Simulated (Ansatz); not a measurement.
# SnTe (Fm-3m): modes against biaxial strain in the (001) plane, part 2 of 2

Wanted: the shifts of the zone-centre modes of SnTe (Fm-3m) with strain.

Ansatz 0.2.0; DFT LDA, scalar-relativistic, plane waves, PAW; PAW set soft_1.

So far, highest optical mode at the zone centre (no LO-TO term) (cm⁻¹): step 4 (zone-centre response at rest) 28.7.

The database entry behind the starting cell differs from later determinations by our own check (about 0.3 % short), so it need not match the best structure at ambient conditions.

## (5) A member of the series: biaxial strain of -3 % in the (001) plane

The cell takes a biaxial strain of -3 % in the (001) plane. The strained lengths are held, while the rest of the cell and the atoms relax.

File input.yaml:

```yaml
crystal:
  lattice:
    - [0.0, 3.0243098712, 3.1202883546]
    - [3.0243098712, 0.0, 3.1202883546]
    - [3.0243098712, 3.0243098712, 0.0]
  atoms:
    - { symbol: Sn, position: [0.0, 0.0, 0.0] }
    - { symbol: Te, position: [0.5, 0.5, 0.5] }
  conventional_axes: [[-1, 1, 1], [1, -1, 1], [1, 1, -1]]
kpoints:
  mp_grid: { grid: [12, 12, 12] }
hamiltonian:
  xc: lda
  pseudopotentials: { kind: paw, azcp: { folder: soft_1 }, xc_functional: pbe }
scf:
  occupations: { method: gaussian, width: 0.01 }
output:
  forces: true
  stress: true
  eigenvalues: true
relax:
  adjacent_minimum: "off"
  f_tol: 0.001
  max_steps: 60
  cell: { stress_tol: 0.01, fix: [a, b, gamma] }
```

Launch:

```
$ ansatz run input.yaml --threads 4 --pin off --max-ram 10240MiB --backend cpu --events-out ev --progress --plain --runs-dir out
```

Numbers of over 12 decimals in the logs are rounded to 6 here.

The program printed:

```text
[...]
Crystal: 2 atoms, lattice volume = 57.079 Å³
Basis set: ecut = 420 eV, 1131 PW (Γ)
Bands: 19, of which v1, the nominal top of the filled ones, is band 15 counted from 1 (14 counted from 0)
Symmetry: 16 space group operations
[...]
k-points: 163 of 1728
[...]
k-point 162: bands = [... 11 lower, 4.3309, 4.6268, 6.6978, 6.6978, 12.7250, 16.2273, 16.2273, 17.4787]
--- Relaxed structure (3 steps of the walk, 3 accepted, 1 SCFs on fresh bases) ---
[...]
cell:  # Å, volume = 57.1011 Å³
    - [0.0, 3.0243098712, 3.121489]
    - [3.0243098712, 0, 3.121489]
    - [3.0243098712, 3.0243098712, 0]
  atoms:
    - { symbol: Sn, position: [0, 0, 0] }
    - { symbol: Te, position: [0.5, 0.5, 0.5] }
[key lines of the parts left out:]
SCF converged after 8 iterations
Free energy (F): -12707.353803 eV
Fermi energy:    10.792432 eV
P = ⅓ Tr σ = 3.6170 GPa (36.170 kbar)
```

Run time: 11 s. Hardware: 4 threads of Arm Neoverse V1, shared host; peak memory 0.46 GiB.

Little changed from the start: no atom moved by 0.005 Å and no cell edge by 0.1 %.

Numbers from this step:

| Item | Value |
| --- | --- |
| pressure | 3.617 GPa |
| gap on the k-mesh | 0.1581 eV |
| volume per atom | 28.55 Å³ |

The forces vanish by symmetry.

## (6) Zone-centre modes of the member: biaxial strain of -3 % in the (001) plane

The zone-centre modes follow for biaxial strain of -3 % in the (001) plane.

input.yaml, the sections that differ from step 5:

```yaml
crystal:
  lattice:
    - [0.0, 3.0243098712, 3.121489379]
    - [3.0243098712, 0.0, 3.121489379]
    - [3.0243098712, 3.0243098712, 0.0]
  atoms:
    - { symbol: Sn, position: [0.0, 0.0, 0.0] }
    - { symbol: Te, position: [0.5, 0.5, 0.5] }
output:
  eigenvalues: true
phonons:
  method: dfpt
# kpoints, hamiltonian, scf: as in step 5
# relax: removed
```

The program printed:

```text
zone centre: on kpoints.mp_grid the ground state, and the responses unless they are solved on pairs of k-points, stand on 280 of the mesh's 1728 k-points, reduced under 8 symmetry operations, with k and −k counted as one. Each operation leaves every solved displacement unchanged or reverses it
[...]
Crystal: 2 atoms, lattice volume = 57.101 Å³
Basis set: ecut = 420 eV, 1131 PW (Γ), exchange–correlation on 60×60×60 points (8 copies of the dense FFT grid, shifted against one another)
Bands: 19, of which v1, the nominal top of the filled ones, is band 15 counted from 1 (14 counted from 0)
Symmetry: 16 space group operations
k-points: 280 of 1728 (irreducible under 8 space group operations)
[...]
SCF iter   1: F=—  HF=-12707.366767 eV  |F-HF|=—  |Δ(HF+E_count)|=         —  Δρ=1.14e-2  dr2=7.13e-2  ethr=3.10e-3  ⟨swp⟩=7.7  Hψ=31922  notcnv=0
[...]
SCF iter   9: F=-12707.353804 eV  HF=-12707.353804 eV  |F-HF|=0.00e0  |Δ(HF+E_count)|=  7.28e-12  Δρ=1.82e-8  dr2=9.82e-14  ethr=1.00e-12  ⟨swp⟩=6.4  Hψ=25110  notcnv=0
SCF 1 converged in 9 iterations: F = -12707.353804 eV  dr2 = 9.82e-14
[...]
SCF converged after 9 iterations
Free energy (F): -12707.353804 eV
[...]
Internal energy: -12707.353804 eV  (E = F + TS)
E sigma→0 (E₀):  -12707.353804 eV
Fermi energy:    10.792432 eV
[...]
--- Band table (eV; the first three rows and the last of 280) ---
  k-point 0: bands = [... 11 lower, 6.3614, 8.3233, 8.3233, 8.6834, 13.7584, 14.5837, 14.5837, 15.3429]
  k-point 1: bands = [... 11 lower, 5.8659, 8.3429, 8.5146, 8.8737, 13.4190, 14.1747, 14.1949, 15.3913]
  k-point 2: bands = [... 11 lower, 4.9016, 8.4045, 8.5753, 9.4411, 12.7214, 13.3588, 13.4437, 15.4498]
  k-point 279: bands = [... 11 lower, 4.3309, 4.6268, 6.6978, 6.6978, 12.7250, 16.2273, 16.2273, 17.4787]
[...]
ASR residual: 8.806e-5 → 0.000e0 eV/Å²; symmetrization residual: 3.522e-6 eV/Å²
  ASR residual per site (eV/Å²): 8.81e-5 6.81e-5
  Γ frequencies (cm⁻¹): 0.00 0.00 0.00 40.67 72.10 72.10
[...]
```

Run time: 34 s. Hardware: 4 threads; peak memory 1.1 GiB; 2.1 min of CPU time.

Numbers from this step:

```
sum-rule residual before enforcement                    : 8.81e-5 eV/Å²
point group                                             : 4/mmm
highest optical mode at the zone centre (no LO-TO term) : 72.1 cm⁻¹
lowest optical zone-centre mode                         : 40.67 cm⁻¹
```

Without the LO-TO term. Patterns of degenerate modes are one choice out of their space. Modes at Γ, with each element's share of the kinetic energy:

| mode | frequency (cm⁻¹) | symmetry | Sn % | Te % |
| --- | --- | --- | --- | --- |
| 1 | 0.0 | acoustic | 48 | 52 |
| 2 | 0.0 | acoustic | 48 | 52 |
| 3 | 0.0 | acoustic | 48 | 52 |
| 4 | 40.7 | A2u | 52 | 48 |
| 5 | 72.1 | Eu | 52 | 48 |
| 6 | 72.1 | Eu | 52 | 48 |

Displacements in mode 4 (40.7 cm⁻¹), the largest set to 1:
```
Sn1  0.00  0.00  1.00
Te2  0.00  0.00 -0.93
```

Displacements in mode 5 (72.1 cm⁻¹), the largest set to 1:
```
Sn1  1.00  0.00  0.00
Te2 -0.93  0.00  0.00
```

Without the LO-TO term the lowest optical mode is real, 40.7 cm⁻¹, and the highest lies at 72.1 cm⁻¹.

For the highest optical mode at the zone centre (no LO-TO term), step 4 gave 28.7 cm⁻¹; this run, with strain -3 %, gives 72.1 cm⁻¹ (+151 %).

## (7) A member of the series: biaxial strain of +4 % in the (001) plane

The cell takes a biaxial strain of +4 % in the (001) plane. The strained lengths are held, while the rest of the cell and the atoms relax.

input.yaml, the sections that differ from step 6:

```yaml
crystal:
  lattice:
    - [0.0, 3.2425590372, 3.1137708804]
    - [3.2425590372, 0.0, 3.1137708804]
    - [3.2425590372, 3.2425590372, 0.0]
  atoms:
    - { symbol: Sn, position: [0.0, 0.0, 0.0] }
    - { symbol: Te, position: [0.5, 0.5, 0.5] }
  conventional_axes: [[-1, 1, 1], [1, -1, 1], [1, 1, -1]]
output:
  forces: true
  stress: true
  eigenvalues: true
relax:
  adjacent_minimum: "off"
  f_tol: 0.001
  max_steps: 60
  cell: { stress_tol: 0.01, fix: [a, b, gamma] }
# kpoints, hamiltonian, scf: as in step 6
# phonons: removed
```

The program printed:

```text
[...]
Crystal: 2 atoms, lattice volume = 65.478 Å³
Basis set: ecut = 420 eV, 1307 PW (Γ)
Bands: 19, of which v1, the nominal top of the filled ones, is band 15 counted from 1 (14 counted from 0)
Symmetry: 16 space group operations
[...]
k-points: 163 of 1728
[...]
k-point 162: bands = [... 11 lower, 2.0057, 3.3909, 5.1288, 5.1288, 10.9928, 13.2205, 13.2205, 15.0930]
--- Relaxed structure (3 steps of the walk, 3 accepted, 1 SCFs on fresh bases) ---
[...]
cell:  # Å, volume = 65.4432 Å³
    - [0.0, 3.2425590372, 3.112136]
    - [3.2425590372, 0.0, 3.112136]
    - [3.2425590372, 3.2425590372, 0.0]
  atoms:
    - { symbol: Sn, position: [0, 0, 0] }
    - { symbol: Te, position: [0.500000, 0.500000, 0.5] }
[key lines of the parts left out:]
SCF converged after 5 iterations
Free energy (F): -12707.332786 eV
Fermi energy:    8.654866 eV
P = ⅓ Tr σ = -3.0530 GPa (-30.530 kbar)
```

The job ended after 13 s (4 threads; peak memory 0.48 GiB; 48 s of CPU time).

Little changed from the start: no atom moved by 0.005 Å and no cell edge by 0.1 %.

This step gave:

| Quantity | Value |
| --- | --- |
| pressure | -3.053 GPa |
| volume per atom | 32.72 Å³ |
| gap on the k-mesh | 0.06113 eV |

The forces vanish by symmetry.

## (8) Zone-centre modes of the member: biaxial strain of +4 % in the (001) plane

The zone-centre modes follow for biaxial strain of +4 % in the (001) plane.

input.yaml, the sections that differ from step 7:

```yaml
crystal:
  lattice:
    - [0.0, 3.2425590372, 3.1121361635]
    - [3.2425590372, 0.0, 3.1121361635]
    - [3.2425590372, 3.2425590372, 0.0]
  atoms:
    - { symbol: Sn, position: [0.0, 0.0, 0.0] }
    - { symbol: Te, position: [0.5, 0.5, 0.5] }
output:
  eigenvalues: true
phonons:
  method: dfpt
# kpoints, hamiltonian, scf: as in step 7
# relax: removed
```

The program printed:

```text
[...]
Crystal: 2 atoms, lattice volume = 65.443 Å³
Basis set: ecut = 420 eV, 1307 PW (Γ), exchange–correlation on 64×64×64 points (8 copies of the dense FFT grid, shifted against one another)
Bands: 19, of which v1, the nominal top of the filled ones, is band 15 counted from 1 (14 counted from 0)
Symmetry: 16 space group operations
k-points: 280 of 1728 (irreducible under 8 space group operations)
[...]
k-point 1: bands = [... 11 lower, 3.4109, 6.4937, 6.8465, 6.9668, 11.2773, 11.2917, 12.2050, 13.5059]
  k-point 2: bands = [... 11 lower, 2.7649, 6.6237, 6.8509, 7.2978, 10.6532, 10.6954, 11.4827, 13.5455]
  k-point 279: bands = [... 11 lower, 2.0057, 3.3909, 5.1288, 5.1288, 10.9928, 13.2205, 13.2205, 15.0930]
[...]
ASR residual: 1.388e-4 → 0.000e0 eV/Å²; symmetrization residual: 1.286e-5 eV/Å²
  ASR residual per site (eV/Å²): 1.39e-4 9.79e-5
  Γ frequencies (cm⁻¹): -62.88 -62.88 -32.20 0.00 0.00 0.00
[...]
[key lines of the parts left out:]
SCF converged after 8 iterations
Free energy (F): -12707.332786 eV
Fermi energy:    8.654866 eV
```

Wall time 40 s (4 threads); peak memory 1.1 GiB.

This step gave:

| Item | Value |
| --- | --- |
| sum-rule residual before enforcement | 1.39e-4 eV/Å² |
| highest optical mode at the zone centre (no LO-TO term) | -32.2 cm⁻¹ |
| lowest optical zone-centre mode | -62.88 cm⁻¹ |

Without the LO-TO term. Patterns of degenerate modes are one choice out of their space. The modes at Γ (shares of kinetic energy by element, %) (negative means imaginary):

| mode | frequency (cm⁻¹) | symmetry | Sn % | Te % |
| --- | --- | --- | --- | --- |
| 1 | -62.9 | Eu | 52 | 48 |
| 2 | -62.9 | Eu | 52 | 48 |
| 3 | -32.2 | A2u | 52 | 48 |
| 4 | 0.0 | acoustic | 48 | 52 |
| 5 | 0.0 | acoustic | 48 | 52 |
| 6 | 0.0 | acoustic | 48 | 52 |

Displacements in mode 2 (-62.9 cm⁻¹), the largest set to 1:
```
Sn1  1.00  0.00  0.00
Te2 -0.93  0.00  0.00
```

Displacements in mode 3 (-32.2 cm⁻¹), the largest set to 1:
```
Sn1  0.00  0.00  1.00
Te2  0.00  0.00 -0.93
```

Without the LO-TO term the lowest optical mode is imaginary, 62.9i cm⁻¹, so the energy falls along it, and the highest lies at -32.2 cm⁻¹.

Between step 4 and this run (strain 4 %) the value for the highest optical mode at the zone centre (no LO-TO term) moves from 28.7 cm⁻¹ to -32.2 cm⁻¹.

## (9) The series together

The members are set side by side, also those not shown above.

Stress is positive in compression; energies are extrapolated to zero smearing, and E0 is that at rest; imaginary frequencies occur in the series; members with a gap under 0.05 eV are left out; the edges not held and the atoms are relaxed in each cell. State of the crystal along the series:

| strain (%) | in-plane stress (GPa) | free strain along [001] (%) | E - E0 (meV/atom) | gap on mesh (eV) |
| --- | --- | --- | --- | --- |
| -3 | 5.426 | 0.1169 | 28.32 | 0.1581 |
| -2 | 3.39 | 0.07836 | 12.13 | 0.2641 |
| -1 | 1.588 | 0.03943 | 2.923 | 0.2661 |
| 0 | -5.90e-5 | 0 | 0 | 0.1982 |
| 1 | -1.394 | -0.04047 | 2.712 | 0.1477 |
| 2 | -2.611 | -0.08352 | 10.45 | 0.1099 |
| 3 | -3.667 | -0.1307 | 22.66 | 0.08166 |
| 4 | -4.58 | -0.1831 | 38.83 | 0.06113 |

Optical modes are counted from below at rest and tracked from member to member by their patterns, and modes that stay within 0.3 cm⁻¹ of each other stand once; labels, where given, are those at rest; imaginary frequencies occur in the series; members with a gap under 0.05 eV are left out; the edges not held and the atoms are relaxed in each cell. Optical modes along the series:

| strain (%) | optical mode 1 T1u, doublet (cm⁻¹) | optical mode 2 T1u, singlet (cm⁻¹) |
| --- | --- | --- |
| -3 | 72.1 | 40.67 |
| -2 | 60.33 | 37.52 |
| -1 | 46.72 | 33.66 |
| 0 | 28.68 | 28.68 |
| 1 | -21.35 | 21.56 |
| 2 | -40.85 | 6.6 |
| 3 | -53.21 | -21.33 |
| 4 | -62.88 | -32.2 |

## (10) Summary of results

| Item | Value |
| --- | --- |
| members | 8 |
| highest optical mode at the zone centre (no LO-TO term), at rest | 28.68 cm⁻¹ |
| biaxial modulus in the (001) plane | 149 GPa |

The stress changes by 1.49 GPa for each percent, a biaxial modulus of 149 GPa in the (001) plane. For each percent the free edge responds with -0.04 %. The strain lowers the symmetry: the level at 28.7 cm⁻¹ splits, into -62.9 and -32.2 cm⁻¹ at +4 %. A mode is imaginary at strain (%) 1, 2, 3 and 4, where this structure is not a minimum. The gap on the mesh falls to 0.06 eV within the series. At strain (%) -4 the gap on the mesh is under 0.05 eV, where mesh and smearing no longer suit, so this member is left out. These are harmonic frequencies at zero temperature: anharmonic shifts, linewidths and thermal expansion are left out. Spin-orbit coupling is left out, which can matter for the heavy elements here. The PAW files were made for PBE; the program adapts parts of them to the functional of the run, but their partial waves stay those of PBE, an approximation that was not tested in this session. Only the zone centre was solved, so an instability at another wavevector cannot show here.

[Logs are printed without paths, hosts, clocks, repeated set-up lines and the standing remarks that a program may print on its own settings, such as how far it seeks lower states.]

[Hosts, paths, dates, database ids (printed as entryN), source tags and the programs' standing remarks are cut or masked in the printed files.]
